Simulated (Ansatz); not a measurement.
**Co2P2Ru: relaxing a made-up structure**

This structure for Co2P2Ru is made up. Its elements were placed in a known structure type with a cell scaled to their sizes. What cell does the guess relax to, and how far off was it?

Program: Ansatz 0.2.0. Level of theory: DFT, PBE, plane-wave PAW, files of the set soft_1, scalar-relativistic, ferromagnetic start, cell and ions relaxed at zero pressure; PAW set soft_1. Results are calculated unless marked as measured.

### 1. Set-up

It takes space group I4/mmm (No. 139, tetragonal). The conventional cell has a = 3.593 Å, b = 3.593 Å, c = 8.580 Å, α = 90.00°, β = 90.00°, γ = 90.00°. Ru has 10 P at 2.79 to 3.14 Å and 8 Co at 2.80 Å nearest. Nearest to Co lie 4 P at 2.06 Å and 4 Co at 2.54 Å and 4 Ru at 2.80 Å. Nearest to P lie 4 Co at 2.06 Å and 1 P at 2.29 Å and 5 Ru at 2.79 to 3.14 Å. Farther neighbours are not listed.

### 2. Relaxation of the guess

The guess takes its coordinates from another compound and its volume from a rule, so the cell and any free coordinates are relaxed together.

input.yaml

```yaml
crystal:
  lattice:
    - [-1.7965, 1.7965, 4.29]
    - [1.7965, -1.7965, 4.29]
    - [1.7965, 1.7965, -4.29]
  atoms:
    - { symbol: Ru, position: [0.0, 0.0, 0.0], spin: 1.0 }
    - { symbol: Co, position: [0.25, 0.75, 0.5], spin: 2.0 }
    - { symbol: Co, position: [0.75, 0.25, 0.5], spin: 2.0 }
    - { symbol: P, position: [0.3663, 0.3663, 0.0] }
    - { symbol: P, position: [0.6337, 0.6337, 0.0] }
magnetization:
  spin_polarized: true
kpoints:
  mp_grid: { grid: [10, 10, 10] }
scf:
  occupations: { method: fermi_dirac, width: 0.05 }
hamiltonian:
  xc: pbe
  pseudopotentials: { kind: paw, azcp: { folder: soft_1 } }
relax:
  f_tol: 0.015
  max_steps: 70
  cell: {}
output:
  forces: true
  stress: true
```

The run is started by

```
$ ansatz run input.yaml --threads 4 --pin off --max-ram 8192MiB --backend cpu --events-out ev --progress --plain --runs-dir out
```

Numbers of over 12 decimals in the logs are rounded to 6 here.

Log:

```text
Engine: ansatz 0.2.0, aarch64-unknown-linux-gnu
Pseudopotentials: kind: paw
Pseudopotential: Ru, paw, valence charge 16, recommended cutoff 420 eV (normal), soft_1/Ru.paw.azcp
Pseudopotential: Co, paw, valence charge 17, recommended cutoff 420 eV (normal), soft_1/Co.paw.azcp
Pseudopotential: P, paw, valence charge 5, recommended cutoff 420 eV (normal), soft_1/P.paw.azcp
Functional definition: PBE
  parameter kappa = 0.804
  parameter beta = 0.066725
  exchange = pbe_x(kappa = kappa, mu = beta*pi^2/3)
  correlation = pbe_c(beta = beta)
Crystal: 5 atoms, lattice volume = 55.382 Å³
Basis set: ecut = 420 eV, 1075 PW (Γ), exchange–correlation on 72×72×72 points (8 copies of the dense FFT grid, shifted against one another)
Bands: 39, of which v1, the nominal top of the filled ones, is band 30 counted from 1 (29 counted from 0)
Symmetry: 16 space group operations
Space group: I4/mmm (ITA 139), of the structure as read, at distance tolerance 3.8e-5 Å
Magnetic group: BNS 139.531 (UNI 1191), of the structure as read, at distance tolerance 3.8e-5 Å
k-points: 102 of 1000
Non-local potential: Ru, projectors of the file, l = 0: 3, l = 1: 2, l = 2: 2, l = 3: 1
Non-local potential: Co, projectors of the file, l = 0: 3, l = 1: 2, l = 2: 3, l = 3: 1
Non-local potential: P, projectors of the file, l = 0: 2, l = 1: 2, l = 2: 1
PAW form: soft (Blöchl's): semilocal exchange-correlation on the pseudo side does not see the compensation charge
PAW one-centre angular grid: Ru, 590 points (default); XC on 64 Gauss nodes
PAW one-centre angular grid: Co, 590 points (default); XC on 64 Gauss nodes
PAW one-centre angular grid: P, 110 points (default); XC on 64 Gauss nodes
Initial density: superposition of atomic densities (chi_scale 0.1, normalization cell)
Starting moments: Σ|m| = 5 μB on 3 of 5 sites
Initial wavefunctions: pseudopotential atomic-orbital guess
Functional: x = pbe(κ = 0.804, μ = 0.219515), c = pbe(β = 0.066725)
SCF iter   1: F=—  HF=-17637.283634 eV  |F-HF|=—  |Δ(HF+E_count)|=         —  Δρ=8.45e-2 (↑8.45e-2 ↓4.50e-2)  dr2=5.40e0  dr2_m=1.06e0  M=3.142 μB ∫|m|=3.590 μB  β_m=0.30  ethr=3.10e-3  ⟨swp⟩=7.1  Hψ=33985  notcnv=0  defer=3
Mixer restart at iter 1: flushing history
preconditioner: auto → Kerker (q_TF=auto, 2.765 Å⁻¹)  [metal: Δε(μ)=0.004 eV  Ē_g=8.738 eV  σ=0.050 eV  W_gap=0.02  n_scr=14 (ndim 8)  ℏωp=29.9 eV  f_vac=0.000  D(μ)=3.91/eV (n_scr^D=36)]
spin=Collinear: Kerker preconditioning applied to the charge; magnetization (m = ρ↑ − ρ↓) channel mixes plain (no charge-response kernel on spin).
SCF iter   2: F=—  HF=-17636.147149 eV  |F-HF|=—  |Δ(HF+E_count)|=    1.14e0  Δρ=6.92e-2 (↑3.75e-2 ↓6.92e-2)  dr2=3.66e0  dr2_m=1.02e0  M=2.853 μB ∫|m|=3.276 μB  β_m=0.43  ethr=3.10e-3  ⟨swp⟩=2.0  Hψ=13663  notcnv=0  defer=404
SCF iter   3: F=—  HF=-17638.931737 eV  |F-HF|=—  |Δ(HF+E_count)|=    2.78e0  Δρ=6.84e-2 (↑2.85e-2 ↓6.84e-2)  dr2=2.78e0  dr2_m=9.96e-1  M=2.471 μB ∫|m|=2.879 μB  β_m=0.26  ethr=3.10e-3  ⟨swp⟩=2.4  Hψ=11177  notcnv=0  defer=404
SCF iter   4: F=—  HF=-17640.786650 eV  |F-HF|=—  |Δ(HF+E_count)|=    1.85e0  Δρ=4.92e-2 (↑3.12e-2 ↓4.92e-2)  dr2=1.30e0  dr2_m=7.28e-1  M=2.083 μB ∫|m|=2.461 μB  β_m=0.38  ethr=3.10e-3  ⟨swp⟩=2.1  Hψ=10774  notcnv=0  defer=419
SCF iter   5: F=—  HF=-17642.369021 eV  |F-HF|=—  |Δ(HF+E_count)|=    1.58e0  Δρ=4.12e-2 (↑4.12e-2 ↓9.53e-3)  dr2=5.19e-1  dr2_m=2.43e-1  M=1.205 μB ∫|m|=1.495 μB  β_m=0.88  ethr=2.17e-3  ⟨swp⟩=3.0  Hψ=13879  notcnv=0  defer=429
SCF iter   6: F=—  HF=-17642.525607 eV  |F-HF|=—  |Δ(HF+E_count)|=   1.57e-1  Δρ=2.11e-2 (↑2.11e-2 ↓8.76e-3)  dr2=3.62e-1  dr2_m=3.57e-2  M=0.334 μB ∫|m|=0.498 μB  β_m=0.94  ethr=8.66e-4  ⟨swp⟩=2.9  Hψ=12259  notcnv=0  defer=474
SCF iter   7: F=—  HF=-17642.505773 eV  |F-HF|=—  |Δ(HF+E_count)|=         —  Δρ=4.67e-3 (↑4.67e-3 ↓4.36e-3)  dr2=8.99e-3  dr2_m=7.73e-3  M=0.040 μB ∫|m|=0.095 μB  β_m=0.94  ethr=6.03e-4  ⟨swp⟩=2.0  Hψ=11392  notcnv=0  defer=474
Mixer restart at iter 7: flushing history
SCF iter   8: F=—  HF=-17642.509797 eV  |F-HF|=—  |Δ(HF+E_count)|=   4.02e-3  Δρ=2.70e-3 (↑2.70e-3 ↓2.04e-3)  dr2=6.61e-3  dr2_m=1.02e-3  M=0.018 μB ∫|m|=0.046 μB  β_m=0.97  ethr=1.50e-5  ⟨swp⟩=2.1  Hψ=13877  notcnv=0  defer=465
SCF iter   9: F=—  HF=-17642.512722 eV  |F-HF|=—  |Δ(HF+E_count)|=   2.93e-3  Δρ=2.23e-3 (↑2.13e-3 ↓2.23e-3)  dr2=5.44e-3  dr2_m=1.66e-4  M=0.008 μB ∫|m|=0.025 μB  β_m=0.79  ethr=1.10e-5  ⟨swp⟩=2.0  Hψ=14759  notcnv=0  defer=500
SCF iter  10: F=—  HF=-17642.511370 eV  |F-HF|=—  |Δ(HF+E_count)|=   1.35e-3  Δρ=9.39e-4 (↑9.39e-4 ↓6.78e-4)  dr2=1.26e-3  dr2_m=5.23e-5  M=0.004 μB ∫|m|=0.015 μB  β_m=0.74  ethr=9.06e-6  ⟨swp⟩=2.0  Hψ=14515  notcnv=0  defer=497
SCF iter  11: F=—  HF=-17642.511187 eV  |F-HF|=—  |Δ(HF+E_count)|=   1.83e-4  Δρ=4.11e-4 (↑1.99e-4 ↓4.11e-4)  dr2=7.64e-5  dr2_m=2.58e-5  M=0.002 μB ∫|m|=0.008 μB  β_m=0.87  ethr=2.10e-6  ⟨swp⟩=2.0  Hψ=9827  notcnv=0  defer=498
SCF iter  12: F=—  HF=-17642.511229 eV  |F-HF|=—  |Δ(HF+E_count)|=   4.13e-5  Δρ=2.36e-4 (↑1.06e-4 ↓2.36e-4)  dr2=4.44e-5  dr2_m=4.54e-6  M=0.001 μB ∫|m|=0.004 μB  β_m=0.91  ethr=1.27e-7  ⟨swp⟩=1.6  Hψ=8794  notcnv=0  defer=498
SCF iter  13: F=—  HF=-17642.511231 eV  |F-HF|=—  |Δ(HF+E_count)|=   2.13e-6  Δρ=6.26e-5 (↑6.26e-5 ↓1.58e-5)  dr2=2.17e-6  dr2_m=7.14e-7  M=0.000 μB ∫|m|=0.001 μB  β_m=0.96  ethr=7.40e-8  ⟨swp⟩=2.1  Hψ=11957  notcnv=0  defer=498
SCF iter  14: F=—  HF=-17642.511231 eV  |F-HF|=—  |Δ(HF+E_count)|=   8.87e-8  Δρ=2.25e-5 (↑2.25e-5 ↓1.64e-5)  dr2=7.97e-7  dr2_m=5.18e-9  M=0.000 μB ∫|m|=0.000 μB  β_m=0.98  ethr=3.61e-9  ⟨swp⟩=1.5  Hψ=8468  notcnv=0  defer=498
SCF iter  15: F=—  HF=-17642.511231 eV  |F-HF|=—  |Δ(HF+E_count)|=   5.63e-8  Δρ=1.81e-6 (↑1.71e-6 ↓1.81e-6)  dr2=6.39e-9  dr2_m=6.52e-10  M=0.000 μB ∫|m|=0.000 μB  β_m=0.99  ethr=1.33e-9  ⟨swp⟩=2.0  Hψ=9164  notcnv=0  defer=498
SCF iter  16: F=—  HF=-17642.511231 eV  |F-HF|=—  |Δ(HF+E_count)|=  8.29e-10  Δρ=9.31e-7 (↑4.17e-7 ↓9.31e-7)  dr2=6.27e-10  dr2_m=7.73e-11  M=0.000 μB ∫|m|=0.000 μB  β_m=0.99  ethr=1.06e-11  ⟨swp⟩=2.0  Hψ=11766  notcnv=0  defer=498
SCF iter  17: F=-17642.511231 eV  HF=-17642.511231 eV  |F-HF|=1.86e-9  |Δ(HF+E_count)|=  9.46e-11  Δρ=7.81e-7 (↑7.81e-7 ↓6.51e-7)  dr2=1.98e-9  dr2_m=4.14e-12  M=-0.000 μB ∫|m|=0.000 μB  ethr=1.05e-12  ⟨swp⟩=1.0  Hψ=17536  notcnv=0
[...]
relax step   6: F+E_penalty+E_count = -17643.49756668 eV  Δ(F+E_penalty+E_count) = -4.267e-5 eV  max|allowed force component| = 1.562e-4 eV/Å  Δτ_max = 0.0004 Å  P = +0.001 GPa  Ω = 59.433 Å³  energy of the carried Pulay correction = -3.177e-3 eV  (12 SCF iters, dr2 threshold 2.88e-8 eV, accepted)
[...]
relax step   7: F+E_penalty+E_count = -17643.50220633 eV  Δ(F+E_penalty+E_count) = -4.640e-3 eV  max|allowed force component| = 5.079e-4 eV/Å  Δτ_max = 0.0000 Å  P = +0.066 GPa  Ω = 59.433 Å³  stress off target by 1.77e-1 GPa  SCF on the basis re-selected at this cell (its energy is not comparable with the rows above)  (13 SCF iters)
[...]
relax step   8: F+E_penalty+E_count = -17643.50222288 eV  Δ(F+E_penalty+E_count) = -1.655e-5 eV  max|allowed force component| = 2.104e-4 eV/Å  Δτ_max = 0.0004 Å  P = -0.000 GPa  Ω = 59.445 Å³  energy of the carried Pulay correction = -8.743e-6 eV  (9 SCF iters, dr2 threshold 7.84e-8 eV, accepted)
iter 1 solved again at ethr=8.40e-7 eV; its pass at ethr=3.10e-3 eV (dr2=5.04e-4 eV) is discarded
SCF iter   1: F=—  HF=-17643.502228 eV  |F-HF|=—  |Δ(HF+E_count)|=         —  Δρ=1.06e-6 (↑1.02e-6 ↓1.06e-6)  dr2=1.65e-9  dr2_m=3.80e-12  M=0.000 μB ∫|m|=0.000 μB  β_m=0.65  ethr=8.40e-7  ⟨swp⟩=3.0  Hψ=54007  notcnv=0
eigensolver tolerance schedule: the retry pair's looser diagonalisation over-reported the residual by 306349.17 of it (diagonalisation noise at an unbounded share of the residual, at the tolerance the schedule requests for it); recorded, not acted on — ethr = c·dr2/N_el stays at c = 1.0e-1
preconditioner: auto → Kerker (q_TF=auto, 2.142 Å⁻¹)  [metal: Δε(μ)=0.009 eV  Ē_g=7.959 eV  σ=0.050 eV  W_gap=0.04  n_scr=10 (ndim 8)  ℏωp=28.9 eV  f_vac=0.000  D(μ)=2.87/eV (n_scr^D=32)]
spin=Collinear: Kerker preconditioning applied to the charge; magnetization (m = ρ↑ − ρ↓) channel mixes plain (no charge-response kernel on spin).
SCF iter   2: F=—  HF=-17643.502228 eV  |F-HF|=—  |Δ(HF+E_count)|=   2.90e-7  Δρ=7.58e-7 (↑7.58e-7 ↓5.92e-7)  dr2=7.39e-10  dr2_m=6.29e-12  M=0.000 μB ∫|m|=0.000 μB  β_m=0.38  ethr=2.74e-12  ⟨swp⟩=3.6  Hψ=21077  notcnv=0
SCF iter   3: F=—  HF=-17643.502228 eV  |F-HF|=—  |Δ(HF+E_count)|=  1.09e-11  Δρ=3.45e-7 (↑3.45e-7 ↓3.05e-7)  dr2=1.51e-10  dr2_m=1.68e-12  M=0.000 μB ∫|m|=0.000 μB  β_m=0.54  ethr=1.23e-12  ⟨swp⟩=2.0  Hψ=10199  notcnv=0
SCF iter   4: F=—  HF=-17643.502228 eV  |F-HF|=—  |Δ(HF+E_count)|=  1.64e-10  Δρ=2.78e-7 (↑2.78e-7 ↓1.51e-7)  dr2=1.00e-10  dr2_m=4.48e-12  M=0.000 μB ∫|m|=0.000 μB  β_m=0.69  ethr=1.00e-12  ⟨swp⟩=1.0  Hψ=7956  notcnv=0
SCF iter   5: F=—  HF=-17643.502228 eV  |F-HF|=—  |Δ(HF+E_count)|=  1.20e-10  Δρ=1.37e-7 (↑1.37e-7 ↓7.66e-8)  dr2=2.97e-11  dr2_m=2.36e-12  M=0.000 μB ∫|m|=0.000 μB  β_m=0.85  ethr=1.00e-12  ⟨swp⟩=2.1  Hψ=9650  notcnv=0
SCF iter   6: F=—  HF=-17643.502228 eV  |F-HF|=—  |Δ(HF+E_count)|=  3.64e-12  Δρ=5.98e-8 (↑5.98e-8 ↓5.71e-8)  dr2=2.93e-12  dr2_m=1.27e-12  M=0.000 μB ∫|m|=0.000 μB  β_m=0.92  ethr=1.00e-12  ⟨swp⟩=1.0  Hψ=7960  notcnv=0
SCF iter   7: F=—  HF=-17643.502228 eV  |F-HF|=—  |Δ(HF+E_count)|=  3.64e-12  Δρ=8.33e-8 (↑2.97e-8 ↓8.33e-8)  dr2=6.82e-12  dr2_m=5.08e-13  M=0.000 μB ∫|m|=0.000 μB  β_m=0.96  ethr=1.00e-12  ⟨swp⟩=1.0  Hψ=7956  notcnv=0
SCF iter   8: F=—  HF=-17643.502228 eV  |F-HF|=—  |Δ(HF+E_count)|=  3.64e-12  Δρ=5.86e-8 (↑5.86e-8 ↓2.33e-8)  dr2=2.48e-12  dr2_m=2.46e-13  M=0.000 μB ∫|m|=0.000 μB  β_m=0.98  ethr=1.00e-12  ⟨swp⟩=1.0  Hψ=7962  notcnv=0
SCF iter   9: F=—  HF=-17643.502228 eV  |F-HF|=—  |Δ(HF+E_count)|=  7.28e-12  Δρ=1.42e-7 (↑1.42e-7 ↓1.29e-7)  dr2=5.16e-11  dr2_m=2.54e-14  M=0.000 μB ∫|m|=0.000 μB  β_m=0.99  ethr=1.00e-12  ⟨swp⟩=2.0  Hψ=20803  notcnv=0
SCF iter  10: F=-17643.502228 eV  HF=-17643.502228 eV  |F-HF|=3.64e-12  |Δ(HF+E_count)|=  3.64e-12  Δρ=1.67e-8 (↑1.67e-8 ↓1.50e-8)  dr2=8.01e-13  dr2_m=7.31e-16  M=0.000 μB ∫|m|=0.000 μB  ethr=1.00e-12  ⟨swp⟩=2.0  Hψ=19563  notcnv=0
the starting moments were not kept: the SCF closed with an absolute magnetisation of 4.0e-7 μB, where they sum to 5 μB in size (3 sites). That is at most 0.1 of that sum. Measured as dr2_m measures the in/out step, that magnetisation stands 1.0e-13 eV from none, at or under the dr2_threshold of 5.0e-11 eV: it is no larger than a step whose dr2_m would equal this threshold.
SCF 9 converged in 10 iterations: F = -17643.502228 eV  dr2 = 8.01e-13
relax step   9: F+E_penalty+E_count = -17643.50222783 eV  Δ(F+E_penalty+E_count) = -4.954e-6 eV  max|allowed force component| = 1.707e-4 eV/Å  Δτ_max = 0.0000 Å  P = -0.001 GPa  Ω = 59.445 Å³  stress off target by 3.65e-3 GPa  SCF on the basis re-selected at this cell (its energy is not comparable with the rows above)  (10 SCF iters)
basis re-selected at this cell: Δ(F+E_penalty+E_count) = -4.954e-6 eV, ΔP = -0.000 GPa vs the last step (what re-selecting the basis moved, of the pressure what is left beyond the Pulay correction that the steps carried, after the strain that the cell walked since its last selection, with what the two solves' SCF thresholds leave and, on support functions, any second-order correction that the steps lacked; it is no m [...]
SCF converged after 10 iterations
Magnetization: 0.0000 μB (30.0000 up, 30.0000 down)
Absolute magnetization: 0.0000 μB (∫|ρ↑−ρ↓|, with the PAW one-centre terms)
Spin contamination: 0.0000 ħ² per cell (⟨S²⟩ above its minimum at these occupations)
Per-site moments (μB) at R_I (Å): [(-9.325191161071414e-8, 1.139867), (1.3195593816943214e-7, 0.897952), (1.3195593823929653e-7, 0.897952), (-4.583314633518697e-9, 0.879790), (-4.583314564557713e-9, 0.879790)]
Free energy (F): -17643.502228 eV
Harris-Foulkes:  -17643.502228 eV  (|F-HF|=3.64e-12)
Internal energy: -17643.476570 eV  (E = F + TS)
E sigma→0 (E₀):  -17643.489399 eV
Entropy (-TS):   -0.025658 eV (-5.132 meV/atom)
Fermi energy:    17.897018 eV
--- Per-component energies (eV) ---
  E_band       = -554.864280
  E_kinetic    = 1203.491020
  E_local      = -8342.847717  (includes V_loc(G=0)·N_el)
  E_nonlocal   = 1359.705000
  E_hartree    = 3621.186639
  E_xc         = -505.436583
  E_vxc        = -581.554986  (∫ρ·V_xc dr)
  E_paw        = -7774.629818  (= ΣΔE_a)
  E_vpaw       = -1436.031503  (= ΣTr[D̂ρ^β])
  E_aug_tail   = 0.000618  (compensation charges beyond the density's cutoff)
  E_ewald      = -7204.945730
  E_smearing   = -0.025658  (= −TS)
  E_closure    = -0.000000  (closes the sum)
  Σ components = -17643.502228   (vs F -17643.502228, Δ=0.00e0)
--- Forces (eV/Å), atoms counted from 1 ---
  atom   1  Ru     0.00000000     0.00000000     0.00000000
  atom   2  Co    -0.00000000    -0.00000000    -0.00000000
  atom   3  Co     0.00000000    -0.00000000     0.00000000
  atom   4  P      0.00000000     0.00000000     0.00017073
  atom   5  P     -0.00000000     0.00000000    -0.00017073
  max |Σ_I F_I| component: 1.50e-28 eV/Å
--- Stress (GPa, compression-positive) ---
       -0.002640       0.000000      -0.000000
        0.000000      -0.002640       0.000000
       -0.000000       0.000000       0.003647
  P = ⅓ Tr σ = -0.0005 GPa (-0.005 kbar)
--- Relaxed structure (7 steps of the walk, 7 accepted, 2 SCFs on fresh bases) ---
  F+E_penalty+E_count = -17643.50222783 eV   max|allowed force component| = 1.707e-4 eV/Å   (the final SCF, on the basis selected at the relaxed cell)
  cell:  # Å, volume = 59.4447 Å³
    - [-1.802591, 1.802591, 4.573611]
    - [1.802591, -1.802591, 4.573611]
    - [1.802591, 1.802591, -4.573611]
  atoms:
    - { symbol: Ru, position: [-3.2349155729171225e-19, -3.23491557291712e-19, 0] }
    - { symbol: Co, position: [0.250000, 0.75, 0.5] }
    - { symbol: Co, position: [0.75, 0.250000, 0.5] }
    - { symbol: P, position: [0.383417, 0.383417, 0] }
    - { symbol: P, position: [0.616583, 0.616583, 0] }
```

It took 92 s on 4 threads of Arm Neoverse V1, shared host; peak memory 0.66 GiB; 6 min of CPU time.

Relaxation path:

```tsv
step	energy less that of the first step (eV)	largest force component (eV/Å)	pressure (GPa)	volume (Å³)
1	0.0000	4.5741	27.89	55.38
2	-0.8641	1.8198	3.15	59.32
3	-0.9727	0.7024	0.46	59.29
4	-0.9856	0.1083	-0.45	59.59
5	-0.9863	0.0030	-0.05	59.45
6	-0.9863	0.0002	0.00	59.43
7*	-0.9910	0.0005	0.07	59.43
8	-0.9910	0.0002	0.00	59.44
9*	-0.9910	0.0002	0.00	59.44
```

Relaxation steps marked * repeat the geometry before them on a plane-wave basis chosen anew for their cell, so energy and pressure can jump there.

The run keeps the 16 symmetry operations that it works with, so distortions that break them were not tested.

```tsv
conventional cell, symmetrised	before	after	change
a (Å)	3.593	3.605	+0.3 %
b (Å)	3.593	3.605	+0.3 %
c (Å)	8.580	9.147	+6.6 %
volume (Å³/atom)	11.08	11.89	+7.3 %
```

The atoms that moved most (Å, as changes of fractional coordinates times the final cell):

```tsv
atom	dx	dy	dz	length
P4	0.000	0.000	0.157	0.157
P5	0.000	0.000	-0.157	0.157
```

The relaxed structure:

```
Ru Co P
1.0
    -1.80259    1.80259    4.57361
     1.80259   -1.80259    4.57361
     1.80259    1.80259   -4.57361
Ru Co P
1 2 2
Direct
  0.00000 0.00000 0.00000
  0.25000 0.75000 0.50000
  0.75000 0.25000 0.50000
  0.38342 0.38342 0.00000
  0.61658 0.61658 0.00000
```

Numbers from this step:

```
free energy             : -17643.5022 eV
energy at zero smearing : -17643.4894 eV
smearing term TS        : 0.02566 eV
Fermi energy            : 17.90 eV
electrons               : 60
symmetry operations     : 16
pressure                : -5.44e-4 GPa
```

Shortest distances by pair of elements, guess and relaxed (not always the same contact):

```tsv
pair	guess (Å)	relaxed (Å)
P–P	2.294	2.133
Co–P	2.055	2.177
Co–Co	2.541	2.549
P–Ru	2.788	2.763
Co–Ru	2.798	2.912
```

The relaxation ends with a largest force component of 1.7e-4 eV/Å and a pressure of 0.00 GPa. No moment survives the cycle: this start ends non-magnetic.

### 3. Results

```
space group, relaxed : I4/mmm
conventional cell    : a = 3.605, b = 3.605, c = 9.147 Å; α = 90.0°, β = 90.0°, γ = 90.0°
volume per atom      : 11.89 Å³ (guess 11.08)
total moment         : 0.00 μB in the cell of 5 atoms
```

Co2P2Ru relaxes to I4/mmm with a = 3.605, b = 3.605 and c = 9.147 Å. The guessed volume was 7 % too small. The space group I4/mmm was held in the relaxation, so the end point is a stationary structure within it and may be a saddle against distortions or other arrangements. The moments died out from this one start and weren't seeded again at the relaxed cell. Mesh and cutoff weren't tested. No dispersion term is used, so weakly bound directions may come out too long. Nothing here tests whether the compound is stable against decomposition.

[Logs are printed without paths, hosts, clocks, repeated set-up lines and the standing remarks that a program may print on its own settings, such as how far it seeks lower states.]

[Hosts, paths, dates, database ids (printed as entryN), source tags and the programs' standing remarks are cut or masked in the printed files.]
